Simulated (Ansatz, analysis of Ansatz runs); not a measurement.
## Cr2TeO6 (P4_2/mnm): a line between two O sites for an added hole

Question: does an added hole stay on the O atom where it is started in Cr2TeO6 (P4_2/mnm), and if so, how high is the barrier for a hop to another O site nearby? Model: a cell of 72 host atoms.

Program: Ansatz 0.2.0. Level of theory: plane-wave PAW DFT, PBEsol+U; relaxation of all atoms of a supercell at fixed charge in a uniform background; PAW set soft_1. Results are calculated unless marked as measured.

## Step 1: Starting point

The cell holds 72 atoms: 16 Cr, 8 Te and 48 O. Cell: a = 11.139 Å, b = 11.139 Å, c = 9.120 Å, α = 65.8°, β = 65.8°, γ = 48.3°. It derives from Cr2TeO6 (space group P4_2/mnm). Nearest the centre at fractional (0.500, 0.500, 0.500): O30 at 1.28 Å, O35 at 1.28 Å, Cr15 at 1.50 Å, Cr2 at 1.50 Å, O41 at 2.48 Å, O48 at 2.48 Å, O68 at 2.48 Å, O49 at 2.48 Å.

Hubbard terms: Cr d 4.0 eV, O p 7.0 eV. They were chosen, not fitted, to curb self-interaction in the shells named, the trial site's among them. The two sites are O30 and O35. The cell's shortest repeat is 9.1 Å. The host's moments were started antiferromagnetic in the unit cell, high spin.

## Step 2: The cell without the carrier

The neutral cell is relaxed first, from small random displacements, so that bond lengths and moments with the carrier can be set beside those of a relaxed cell without it.

neutral.relax/input.yaml

```yaml
crystal:
  lattice:
    - [0.0, 6.44872092, 9.0824512]
    - [6.44871104, 0.0, 9.0824512]
    - [6.44871104, 6.44872092, 0.0]
  atoms:
    - { symbol: Cr, position: [0.417334, 0.417334, 0.082666], spin: 2.0 }
    - { symbol: Cr, position: [0.417334, 0.417334, 0.582666], spin: 2.0 }
    - { symbol: Cr, position: [0.917334, 0.917334, 0.082666], spin: 2.0 }
    - { symbol: Cr, position: [0.917334, 0.917334, 0.582666], spin: 2.0 }
    - { symbol: Cr, position: [0.082666, 0.582666, 0.417334], spin: 2.0 }
    - { symbol: Cr, position: [0.082666, 0.582666, 0.917334], spin: 2.0 }
    - { symbol: Cr, position: [0.582666, 0.082666, 0.417334], spin: 2.0 }
    - { symbol: Cr, position: [0.582666, 0.082666, 0.917334], spin: 2.0 }
    - { symbol: Cr, position: [0.417334, 0.917334, 0.082666], spin: -2.0 }
    - { symbol: Cr, position: [0.417334, 0.917334, 0.582666], spin: -2.0 }
    - { symbol: Cr, position: [0.917334, 0.417334, 0.082666], spin: -2.0 }
    - { symbol: Cr, position: [0.917334, 0.417334, 0.582666], spin: -2.0 }
    - { symbol: Cr, position: [0.082666, 0.082666, 0.417334], spin: -2.0 }
    - { symbol: Cr, position: [0.082666, 0.082666, 0.917334], spin: -2.0 }
    - { symbol: Cr, position: [0.582666, 0.582666, 0.417334], spin: -2.0 }
    - { symbol: Cr, position: [0.582666, 0.582666, 0.917334], spin: -2.0 }
    - { symbol: Te, position: [0.25, 0.25, 0.25] }
    - { symbol: Te, position: [0.25, 0.25, 0.75] }
    - { symbol: Te, position: [0.75, 0.75, 0.25] }
    - { symbol: Te, position: [0.75, 0.75, 0.75] }
    - { symbol: Te, position: [0.25, 0.75, 0.25] }
    - { symbol: Te, position: [0.25, 0.75, 0.75] }
    - { symbol: Te, position: [0.75, 0.25, 0.25] }
    - { symbol: Te, position: [0.75, 0.25, 0.75] }
    - { symbol: O, position: [0.400712, 0.099288, 0.400712] }
    - { symbol: O, position: [0.400712, 0.099288, 0.900712] }
    - { symbol: O, position: [0.900712, 0.599288, 0.400712] }
    - { symbol: O, position: [0.900712, 0.599288, 0.900712] }
    - { symbol: O, position: [0.400712, 0.599288, 0.099288] }
    - { symbol: O, position: [0.400712, 0.599288, 0.599288] }
    - { symbol: O, position: [0.900712, 0.099288, 0.099288] }
    - { symbol: O, position: [0.900712, 0.099288, 0.599288] }
    - { symbol: O, position: [0.099288, 0.900712, 0.400712] }
    - { symbol: O, position: [0.099288, 0.900712, 0.900712] }
    - { symbol: O, position: [0.599288, 0.400712, 0.400712] }
    - { symbol: O, position: [0.599288, 0.400712, 0.900712] }
    - { symbol: O, position: [0.099288, 0.400712, 0.099288] }
    - { symbol: O, position: [0.099288, 0.400712, 0.599288] }
    - { symbol: O, position: [0.599288, 0.900712, 0.099288] }
    - { symbol: O, position: [0.599288, 0.900712, 0.599288] }
    - { symbol: O, position: [0.427998, 0.735608, 0.264392] }
    - { symbol: O, position: [0.427998, 0.735608, 0.764392] }
    - { symbol: O, position: [0.927998, 0.235608, 0.264392] }
    - { symbol: O, position: [0.927998, 0.235608, 0.764392] }
    - { symbol: O, position: [0.235608, 0.927998, 0.072002] }
    - { symbol: O, position: [0.235608, 0.927998, 0.572002] }
    - { symbol: O, position: [0.735608, 0.427998, 0.072002] }
    - { symbol: O, position: [0.735608, 0.427998, 0.572002] }
    - { symbol: O, position: [0.264392, 0.572002, 0.427998] }
    - { symbol: O, position: [0.264392, 0.572002, 0.927998] }
    - { symbol: O, position: [0.764392, 0.072002, 0.427998] }
    - { symbol: O, position: [0.764392, 0.072002, 0.927998] }
    - { symbol: O, position: [0.235609, 0.427998, 0.264391] }
    - { symbol: O, position: [0.235609, 0.427998, 0.764391] }
    - { symbol: O, position: [0.735609, 0.927998, 0.264391] }
    - { symbol: O, position: [0.735609, 0.927998, 0.764391] }
    - { symbol: O, position: [0.427998, 0.235609, 0.072002] }
    - { symbol: O, position: [0.427998, 0.235609, 0.572002] }
    - { symbol: O, position: [0.927998, 0.735609, 0.072002] }
    - { symbol: O, position: [0.927998, 0.735609, 0.572002] }
    - { symbol: O, position: [0.264391, 0.072002, 0.235609] }
    - { symbol: O, position: [0.264391, 0.072002, 0.735609] }
    - { symbol: O, position: [0.764391, 0.572002, 0.235609] }
    - { symbol: O, position: [0.764391, 0.572002, 0.735609] }
    - { symbol: O, position: [0.072002, 0.764392, 0.235608] }
    - { symbol: O, position: [0.072002, 0.764392, 0.735608] }
    - { symbol: O, position: [0.572002, 0.264392, 0.235608] }
    - { symbol: O, position: [0.572002, 0.264392, 0.735608] }
    - { symbol: O, position: [0.072002, 0.264391, 0.427998] }
    - { symbol: O, position: [0.072002, 0.264391, 0.927998] }
    - { symbol: O, position: [0.572002, 0.764391, 0.427998] }
    - { symbol: O, position: [0.572002, 0.764391, 0.927998] }
basis:
  ecutwfc: 420
  xc_grid: 2
hamiltonian:
  xc: pbesol
  hubbard:
    sites: [{ species: Cr, l: d, u_eff: 4.0 }, { species: O, l: p, u_eff: 7.0 }]
    projectors: ortho-atomic
  pseudopotentials: { kind: paw, azcp: { folder: soft_1 }, xc_functional: pbe }
kpoints:
  mp_grid: { grid: [1, 1, 1] }
magnetization:
  spin_polarized: true
  initial_magnetization: 0
  spin_locking: { lock_magnetization: hard }
scf:
  occupations: { method: fermi_dirac, width: 0.01 }
  max_iter: 120
  lower_state_search: "off"
output:
  forces: true
relax:
  f_tol: 0.02
  max_steps: 70
  random_displacement: { amplitude: 0.04, seed: 5184 }
checkpoint:
  write: "../neutral.relax.run"
  compress: false
  write_wavefunctions: true
  write_every: 100000
```

Started as:

```bash
> ansatz run input.yaml --threads 8 --pin off --max-ram 17899MiB --backend cpu --events-out ev --progress --plain --runs-dir out
```

Numbers of over 12 decimals in the logs are rounded to 6 here.

The program printed:

```text
[... repeated set-up lines and file paths are left out, and long positions are rounded to six places ...]
Warning: crystal.lattice misses the space group found at crystal.symmetry.tolerance 1.0e-5 in a digit that the deck types, which is why this is a warning: making the lattice exact moves one of its numbers by a whole unit of that number's last typed decimal, [...]
Engine: ansatz 0.2.0, aarch64-unknown-linux-gnu
Pseudopotentials: kind: paw
Pseudopotential: Cr, paw, valence charge 14, recommended cutoff 420 eV (normal), soft_1/Cr.paw.azcp
Pseudopotential: Te, paw, valence charge 16, recommended cutoff 420 eV (normal), soft_1/Te.paw.azcp
Pseudopotential: O, paw, valence charge 6, recommended cutoff 420 eV (normal), soft_1/O.paw.azcp
Functional definition: PBEsol
  exchange = pbesol_x
  correlation = pbesol_c
Crystal: 72 atoms, lattice volume = 755.405 Å³
Basis set: ecut = 420 eV, 14795 PW (Γ), exchange–correlation on 150×150×128 points (8 copies of the dense FFT grid, shifted against one another)
Bands: 392, of which v1, the nominal top of the filled ones, is band 320 counted from 1 (319 counted from 0)
Symmetry: 1 space group operations
k-points: 1
Non-local potential: Cr, projectors of the file, l = 0: 3, l = 1: 2, l = 2: 3, l = 3: 1
Non-local potential: Te, projectors of the file, l = 0: 2, l = 1: 2, l = 2: 2, l = 3: 1
Non-local potential: O, projectors of the file, l = 0: 2, l = 1: 2, l = 2: 1
PAW form: soft (Blöchl's): semilocal exchange-correlation on the pseudo side does not see the compensation charge
[...]
atom  30  O      0.00147980    -0.00093990     0.00240451
  [... 4 atoms left out ...]
  atom  35  O     -0.00064202    -0.00034182     0.00362005
  [... 5 atoms left out ...]
  atom  41  O      0.00537819    -0.00142190    -0.00282551
  [... 6 atoms left out ...]
  atom  48  O      0.00003599    -0.00578061     0.00259535
  atom  49  O      0.00271763    -0.00023733    -0.00192067
  [... 18 atoms left out ...]
  atom  68  O     -0.00294600    -0.00097590    -0.00011309
  [... 4 atoms left out ...]
  max |Σ_I F_I| component: 7.76e-5 eV/Å
--- Band table (eV) ---
  k-point 0 ↑: bands = ["-63.3751", "-63.3724", "-63.3721", "-63.3718", [... 384 left out ...] "17.4408", "17.4419", "17.7036", "17.7039"]
  k-point 0 ↓: bands = ["-63.3752", "-63.3725", "-63.3722", "-63.3720", [... 384 left out ...] "17.4408", "17.4419", "17.7037", "17.7040"]
Occupation matrices written to <dir>
--- Relaxed structure (4 steps of the walk, 4 accepted, 0 SCFs on fresh bases) ---
  F+E_penalty+E_count = -135555.00845596 eV   max|allowed force component| = 1.670e-2 eV/Å
  atoms:
    - { symbol: Cr, position: [0.417444, 0.417240, 0.082672] }
    - { symbol: Cr, position: [0.417483, 0.417256, 0.582651] }
[...]
- { symbol: Cr, position: [0.582433, 0.582216, 0.417670] }
[...]
- { symbol: Te, position: [0.249907, 0.749693, 0.750186] }
    - { symbol: Te, position: [0.749917, 0.249684, 0.250215] }
[...]
- { symbol: O, position: [0.397798, 0.601853, 0.602235] }
[...]
- { symbol: O, position: [0.602078, 0.397557, 0.398148] }
    [... 5 atoms left out ...]
    - { symbol: O, position: [0.424966, 0.734052, 0.265672] }
    [... 6 atoms left out ...]
    - { symbol: O, position: [0.734343, 0.424662, 0.575318] }
    - { symbol: O, position: [0.265575, 0.574716, 0.425082] }
    [... 18 atoms left out ...]
    - { symbol: O, position: [0.574924, 0.265343, 0.734711] }
    [... 4 atoms left out ...]
[key lines of the parts left out:]
SCF converged after 5 iterations
Magnetization: 0.0000 μB (320.0000 up, 320.0000 down)
Free energy (F): -135555.008456 eV
Fermi energy:    9.821306 (↑ 9.821317, ↓ 9.821296) eV
```

Elapsed: 32 s, on 8 threads of Arm Neoverse V2, shared host; peak memory 2.2 GiB; 4 min of CPU time.

The largest displacement from an ideal site is 0.041 Å.

(Part 1 of 3 ends here.)

[Logs are printed without paths, hosts, clocks, repeated set-up lines and the standing remarks that a program may print on its own settings, such as how far it seeks lower states.]

[Hosts, paths, dates, database ids (printed as entryN), source tags and the programs' standing remarks are cut or masked in the printed files.]
